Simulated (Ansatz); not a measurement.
## Mg (Im-3m, 1 atom in the cell): phonons and vibrational spectra

Aim: the vibrations of Mg (Im-3m, 1 atom in the cell), their spectra, and whether the structure is stable.

Main program and level: Ansatz 0.2.0; DFT PBEsol, scalar-relativistic, plane waves, PseudoDojo norm-conserving pseudopotentials.

This is not the structure that Mg takes at ambient pressure and room temperature (hexagonal, No. 194); it is a model or a phase of other conditions.

### Step 1. Set-up

It takes space group Im-3m (No. 229, cubic). Conventional cell: a = 3.546 Å, b = 3.546 Å, c = 3.546 Å, α = 90.00°, β = 90.00°, γ = 90.00°. Mg has 8 Mg at 3.07 Å nearest.

### Step 2. Bringing the structure to rest

The cell and atoms are relaxed, since residual forces and stress would shift the frequencies.

input.yaml

```yaml
crystal:
  lattice:
    - [-1.7727644967, 1.7727644967, 1.7727644967]
    - [1.7727644967, -1.7727644967, 1.7727644967]
    - [1.7727644967, 1.7727644967, -1.7727644967]
  atoms:
    - { symbol: Mg, position: [0.0, 0.0, 0.0] }
kpoints:
  mp_grid: { grid: [16, 16, 16] }
hamiltonian:
  xc: pbesol
  pseudopotentials: { kind: nc, accuracy: standard }
scf:
  occupations: { method: gaussian, width: 0.1 }
output:
  forces: true
  stress: true
  eigenvalues: true
relax:
  adjacent_minimum: "off"
  f_tol: 0.005
  max_steps: 80
  cell: { stress_tol: 0.05 }
```

Command:

```bash
> ansatz run input.yaml --threads 4 --pin off --max-ram 7168MiB --backend cpu --events-out ev --progress --plain --runs-dir out
```

Numbers of over 12 decimals in the logs are rounded to 6 here.

Output:

```text
Engine: ansatz 0.2.0, aarch64-unknown-linux-gnu
Pseudopotentials: kind: nc
Pseudopotential: Mg, nc, valence charge 10, recommended cutoff 1142.878222 eV (normal), Mg.nc.azcp (PseudoDojo's, or run here from an input of PseudoDojo's; its table is named by hamiltonian.pseudopotentials.accuracy)
Functional definition: PBEsol
  exchange = pbesol_x
  correlation = pbesol_c
Crystal: 1 atoms, lattice volume = 22.285 Å³
Basis set: ecut = 1142.878222 eV, 1961 PW (Γ), exchange–correlation on 72×72×72 points (8 copies of the dense FFT grid, shifted against one another)
Bands: 9, of which v1, the nominal top of the filled ones, is band 5 counted from 1 (4 counted from 0)
Symmetry: 48 space group operations
Space group: Im-3m (ITA 229), of the structure as read, at distance tolerance 2.8e-5 Å
k-points: 145 of 4096
Non-local potential: Mg, projectors of the file, l = 0: 2, l = 1: 2
Initial density: superposition of atomic densities (chi_scale 0.1, normalization cell)
Initial wavefunctions: pseudopotential atomic-orbital guess
Functional: x = pbesol(κ = 0.804, μ = 0.123457), c = pbesol(β = 0.046)
SCF iter   1: F=—  HF=-1613.771216 eV  |F-HF|=—  |Δ(HF+E_count)|=         —  Δρ=1.43e-2  dr2=5.05e-2  ethr=3.10e-3  ⟨swp⟩=5.4  Hψ=10198  notcnv=0
preconditioner: auto → none  [metal: Δε(μ)=0.071 eV  Ē_g=10.235 eV  σ=0.100 eV  W_gap=0.37  n_scr=0 (ndim 8)  ℏωp=11.1 eV  f_vac=0.000  D(μ)=0.45/eV (n_scr^D=0)]
SCF iter   2: F=—  HF=-1613.762090 eV  |F-HF|=—  |Δ(HF+E_count)|=   9.13e-3  Δρ=7.17e-3  dr2=1.09e-2  ethr=5.05e-4  ⟨swp⟩=1.4  Hψ=2566  notcnv=0  defer=1
SCF iter   3: F=—  HF=-1613.760354 eV  |F-HF|=—  |Δ(HF+E_count)|=   1.74e-3  Δρ=5.24e-4  dr2=2.25e-5  ethr=1.09e-4  ⟨swp⟩=1.0  Hψ=1296  notcnv=0  defer=2
SCF iter   4: F=—  HF=-1613.760280 eV  |F-HF|=—  |Δ(HF+E_count)|=   7.38e-5  Δρ=1.07e-4  dr2=1.09e-6  ethr=2.25e-7  ⟨swp⟩=2.1  Hψ=1930  notcnv=0  defer=2
SCF iter   5: F=—  HF=-1613.760280 eV  |F-HF|=—  |Δ(HF+E_count)|=   4.65e-7  Δρ=3.94e-5  dr2=1.06e-7  ethr=1.00e-9  ⟨swp⟩=7.5  Hψ=7390  notcnv=0
SCF iter   6: F=-1613.760280 eV  HF=-1613.760280 eV  |F-HF|=1.18e-8  |Δ(HF+E_count)|=   4.83e-8  Δρ=1.39e-5  dr2=1.42e-8  ethr=1.00e-9  ⟨swp⟩=3.9  Hψ=3644  notcnv=0
SCF 1 converged in 6 iterations: F = -1613.760280 eV  dr2 = 1.42e-8
relax step   1: F+E_penalty+E_count = -1613.76027995 eV  Δ(F+E_penalty+E_count) = +0.000e0 eV  max|allowed force component| = 0.000e0 eV/Å  Δτ_max = 0.0000 Å  P = +0.381 GPa  Ω = 22.285 Å³  (6 SCF iters, dr2 threshold 1.00e-7 eV, accepted)
Crystal: 1 atoms, lattice volume = 22.459 Å³
Basis set: ecut = 1142.878222 eV, 1985 PW (Γ), exchange–correlation on 72×72×72 points (8 copies of the dense FFT grid, shifted against one another)
Initial density: handed on by an earlier stage of this run
Initial wavefunctions: those handed on with the density
iter 1 solved again at ethr=4.90e-8 eV; its pass at ethr=3.10e-3 eV (dr2=4.90e-6 eV) is discarded
SCF iter   1: F=—  HF=-1613.760624 eV  |F-HF|=—  |Δ(HF+E_count)|=         —  Δρ=6.73e-5  dr2=6.94e-7  ethr=4.90e-8  ⟨swp⟩=3.1  Hψ=13954  notcnv=0
preconditioner: auto → none  [metal: Δε(μ)=0.049 eV  Ē_g=10.177 eV  σ=0.100 eV  W_gap=0.26  n_scr=0 (ndim 8)  ℏωp=11.1 eV  f_vac=0.000  D(μ)=0.45/eV (n_scr^D=0)]
SCF iter   2: F=—  HF=-1613.760500 eV  |F-HF|=—  |Δ(HF+E_count)|=   1.24e-4  Δρ=3.23e-5  dr2=1.66e-7  ethr=6.94e-9  ⟨swp⟩=1.0  Hψ=1305  notcnv=0
SCF iter   3: F=-1613.760500 eV  HF=-1613.760500 eV  |F-HF|=5.91e-12  |Δ(HF+E_count)|=   1.15e-8  Δρ=1.77e-6  dr2=3.89e-11  ethr=1.00e-9  ⟨swp⟩=5.7  Hψ=6195  notcnv=0
SCF 2 converged in 3 iterations: F = -1613.760500 eV  dr2 = 3.89e-11
relax step   2: F+E_penalty+E_count = -1613.76050032 eV  Δ(F+E_penalty+E_count) = -2.204e-4 eV  max|allowed force component| = 0.000e0 eV/Å  Δτ_max = 0.0000 Å  P = +0.085 GPa  Ω = 22.459 Å³  energy of the carried Pulay correction = -3.213e-5 eV  (3 SCF iters, dr2 threshold 1.00e-7 eV, accepted)
Crystal: 1 atoms, lattice volume = 22.510 Å³
iter 1 solved again at ethr=3.51e-9 eV; its pass at ethr=3.10e-3 eV (dr2=3.51e-7 eV) is discarded
SCF iter   1: F=—  HF=-1613.760629 eV  |F-HF|=—  |Δ(HF+E_count)|=         —  Δρ=1.71e-5  dr2=5.89e-8  ethr=3.51e-9  ⟨swp⟩=3.2  Hψ=13938  notcnv=0
preconditioner: auto → none  [metal: Δε(μ)=0.046 eV  Ē_g=10.163 eV  σ=0.100 eV  W_gap=0.25  n_scr=0 (ndim 8)  ℏωp=11.1 eV  f_vac=0.000  D(μ)=0.45/eV (n_scr^D=0)]
SCF iter   2: F=—  HF=-1613.760505 eV  |F-HF|=—  |Δ(HF+E_count)|=   1.25e-4  Δρ=9.40e-6  dr2=1.49e-8  ethr=1.80e-10  ⟨swp⟩=4.2  Hψ=6941  notcnv=0
SCF iter   3: F=-1613.760505 eV  HF=-1613.760505 eV  |F-HF|=5.25e-11  |Δ(HF+E_count)|=  8.97e-10  Δρ=2.03e-6  dr2=1.00e-10  ethr=1.49e-10  ⟨swp⟩=2.5  Hψ=3996  notcnv=0
SCF 3 converged in 3 iterations: F = -1613.760505 eV  dr2 = 1.00e-10
relax step   3: F+E_penalty+E_count = -1613.76050455 eV  Δ(F+E_penalty+E_count) = -4.232e-6 eV  max|allowed force component| = 0.000e0 eV/Å  Δτ_max = 0.0000 Å  P = +0.001 GPa  Ω = 22.510 Å³  energy of the carried Pulay correction = -4.138e-5 eV  (3 SCF iters, dr2 threshold 1.80e-8 eV, accepted)
Initial wavefunctions: pseudopotential atomic-orbital guess (no wavefunctions were taken with the density)
iter 1 solved again at ethr=5.73e-9 eV; its pass at ethr=3.10e-3 eV (dr2=5.73e-7 eV) is discarded
SCF iter   1: F=—  HF=-1613.760676 eV  |F-HF|=—  |Δ(HF+E_count)|=         —  Δρ=1.88e-5  dr2=4.50e-9  ethr=5.73e-9  ⟨swp⟩=4.7  Hψ=15032  notcnv=0
SCF iter   2: F=—  HF=-1613.760552 eV  |F-HF|=—  |Δ(HF+E_count)|=   1.25e-4  Δρ=9.17e-6  dr2=8.47e-10  ethr=4.50e-11  ⟨swp⟩=2.0  Hψ=2027  notcnv=0
SCF iter   3: F=—  HF=-1613.760552 eV  |F-HF|=—  |Δ(HF+E_count)|=  5.47e-10  Δρ=1.74e-6  dr2=2.40e-11  ethr=8.47e-12  ⟨swp⟩=2.0  Hψ=1954  notcnv=0
SCF iter   4: F=-1613.760552 eV  HF=-1613.760552 eV  |F-HF|=4.55e-13  |Δ(HF+E_count)|=  1.50e-11  Δρ=1.63e-7  dr2=1.56e-13  ethr=1.00e-12  ⟨swp⟩=5.3  Hψ=5013  notcnv=0
SCF 4 converged in 4 iterations: F = -1613.760552 eV  dr2 = 1.56e-13
relax step   4: F+E_penalty+E_count = -1613.76055155 eV  Δ(F+E_penalty+E_count) = -4.700e-5 eV  max|allowed force component| = 0.000e0 eV/Å  Δτ_max = 0.0000 Å  P = +0.011 GPa  Ω = 22.510 Å³  stress off target by 1.07e-2 GPa  SCF on the basis re-selected at this cell (its energy is not comparable with the rows above)  (4 SCF iters)
basis re-selected at this cell: Δ(F+E_penalty+E_count) = -4.700e-5 eV, ΔP = +0.010 GPa vs the last step (what re-selecting the basis moved, of the pressure what is left beyond the Pulay correction that the steps carried, after the strain that the cell walked since its last selection, with what the two solves' SCF thresholds leave and, on support functions, any second-order correction that the steps lacked; it is no measure of the basis error at this ecutwfc). This SCF's stress stands 1.07e-2 GPa from its target on what of the cell is left free (relax.cell.stress_tol is 5.00e-2 GPa) and its largest allowed force component is 0.00e0 eV/Å (relax.f_tol is 5.00e-3 eV/Å): [rest of the remark cut]
SCF converged after 4 iterations
Free energy (F): -1613.760552 eV
Harris-Foulkes:  -1613.760552 eV  (|F-HF|=4.55e-13)
Internal energy: -1613.758281 eV  (E = F + TS)
E sigma→0 (E₀):  -1613.759416 eV
Entropy (-TS):   -0.002271 eV (-2.271 meV/atom)
Fermi energy:    5.756825 eV
--- Per-component energies (eV) ---
  E_band       = -355.847528
  E_kinetic    = 921.727516
  E_local      = -1680.385031  (includes V_loc(G=0)·N_el)
  E_nonlocal   = -492.955877
  E_hartree    = 586.186292
  E_xc         = -211.788028
  E_vxc        = -276.606720  (∫ρ·V_xc dr)
  E_ewald      = -736.543152
  E_smearing   = -0.002271  (= −TS)
  E_closure    = 0.000000  (closes the sum)
  Σ components = -1613.760552   (vs F -1613.760552, Δ=0.00e0)
--- Forces (eV/Å), atoms counted from 1 ---
  atom   1  Mg     0.00000000     0.00000000    -0.00000000
  max |Σ_I F_I| component: 8.22e-33 eV/Å
--- Stress (GPa, compression-positive) ---
        0.010707      -0.000000       0.000000
       -0.000000       0.010707      -0.000000
       -0.000000      -0.000000       0.010707
  P = ⅓ Tr σ = 0.0107 GPa (0.107 kbar)
--- Band table (eV; the first three rows and the last of 145) ---
  k-point 0: bands = ["-70.0006", "-36.9461", "-36.9461", "-36.9461", "-1.2950", "18.9817", "18.9817", "18.9817", "20.9972"]
  k-point 1: bands = ["-70.0005", "-36.9475", "-36.9466", "-36.9461", "-1.2016", "17.8395", "18.4894", "18.5081", "20.0073"]
  k-point 2: bands = ["-70.0001", "-36.9513", "-36.9479", "-36.9460", "-0.9219", "15.7017", "17.5745", "17.7069", "18.9758"]
  k-point 144: bands = ["-69.9942", "-36.9728", "-36.9728", "-36.9728", "9.6328", "9.6328", "9.6328", "9.7790", "9.7790"]
--- Relaxed structure (3 steps of the walk, 3 accepted, 1 SCFs on fresh bases) ---
  F+E_penalty+E_count = -1613.76055155 eV   max|allowed force component| = 0.000e0 eV/Å   (the final SCF, on the basis selected at the relaxed cell)
  cell:  # Å, volume = 22.5097 Å³
    - [-1.778703, 1.778703, 1.778703]
    - [1.778703, -1.778703, 1.778703]
    - [1.778703, 1.778703, -1.778703]
  atoms:
    - { symbol: Mg, position: [0.0, 0.0, 0.0] }
```

The job ended after 5.8 s (4 threads of Arm Neoverse V2, shared host; peak memory 0.37 GiB; 22 s of CPU time).

Relaxation path:

```csv
step,energy less that of the first step (eV),largest force component (eV/Å),pressure (GPa),volume (Å³)
1,0.0000,0.0000,0.38,22.29
2,-0.0002,0.0000,0.08,22.46
3,-0.0002,0.0000,0.00,22.51
4*,-0.0003,0.0000,0.01,22.51
```

Relaxation steps marked * repeat the geometry before them on a plane-wave basis chosen anew for their cell, so energy and pressure can jump there.

```csv
"conventional cell, symmetrised",before,after,change
a (Å),3.546,3.557,+0.3 %
b (Å),3.546,3.557,+0.3 %
c (Å),3.546,3.557,+0.3 %
volume (Å³/atom),22.29,22.51,+1.0 %
```

Final coordinates:

```cif
data_structure
_symmetry_space_group_name_H-M 'P 1'
_symmetry_Int_Tables_number 1
_cell_length_a 3.0808
_cell_length_b 3.0808
_cell_length_c 3.0808
_cell_angle_alpha 109.471
_cell_angle_beta 109.471
_cell_angle_gamma 109.471
_cell_volume 22.51
loop_
_atom_site_label
_atom_site_type_symbol
_atom_site_fract_x
_atom_site_fract_y
_atom_site_fract_z
_atom_site_occupancy
Mg1 Mg 0.00000 0.00000 0.00000 1
```

Numbers from this step:

```yaml
pressure: 0.01071 GPa
volume_per_atom: 22.51 Å³
gap_on_the_k_mesh: 0 eV
```

In this step the volume went from 22.29 to 22.51 Å³/atom.

### Step 3. Relaxing to small forces for the phonons

Phonons need a cell at rest on their own settings, so the relaxation is repeated with tight tolerances on forces and stress on the k mesh and occupations of the first response run.

input.yaml, the sections that differ from step 2:

```yaml
crystal:
  lattice:
    - [-1.7787033697, 1.7787033697, 1.7787033697]
    - [1.7787033697, -1.7787033697, 1.7787033697]
    - [1.7787033697, 1.7787033697, -1.7787033697]
  atoms:
    - { symbol: Mg, position: [0.0, 0.0, 0.0] }
scf:
  occupations: { method: methfessel_paxton, width: 0.15 }
relax:
  adjacent_minimum: "off"
  f_tol: 0.001
  max_steps: 60
  cell: { stress_tol: 0.01 }
# kpoints, hamiltonian, output: as in step 2
```

Output:

```text
[...]
Crystal: 1 atoms, lattice volume = 22.510 Å³
Basis set: ecut = 1142.878222 eV, 1985 PW (Γ), exchange–correlation on 72×72×72 points (8 copies of the dense FFT grid, shifted against one another)
Bands: 9, of which v1, the nominal top of the filled ones, is band 5 counted from 1 (4 counted from 0)
Symmetry: 48 space group operations
[...]
k-points: 145 of 4096
[...]
P = ⅓ Tr σ = 0.0059 GPa (0.059 kbar)
--- Band table (eV; the first three rows and the last of 145) ---
[...]
--- Relaxed structure (1 steps of the walk, 1 accepted, 1 SCFs on fresh bases) ---
[...]
cell:  # Å, volume = 22.5097 Å³
    - [-1.7787033697, 1.7787033697, 1.7787033697]
    - [1.7787033697, -1.7787033697, 1.7787033697]
    - [1.7787033697, 1.7787033697, -1.7787033697]
  atoms:
    - { symbol: Mg, position: [0.0, 0.0, 0.0] }
[key lines of the parts left out:]
SCF converged after 5 iterations
Free energy (F): -1613.759342 eV
Fermi energy:    5.756622 eV
```

It took 3.2 s on 4 threads; peak memory 0.38 GiB; 12 s of CPU time.

Little changed from the start: no atom moved by 0.005 Å and no cell edge by 0.1 %.

Numbers from this step:

```yaml
pressure: 0.005869 GPa
```

The forces vanish by symmetry and the pressure is 0.006 GPa, within the tolerances set. The cell now holds 22.51 Å³/atom.

[end of part 1 of 2]

[Logs are printed without paths, hosts, clocks, repeated set-up lines and the standing remarks that a program may print on its own settings, such as how far it seeks lower states.]

[Hosts, paths, dates, database ids (printed as entryN), source tags and the programs' standing remarks are cut or masked in the printed files.]
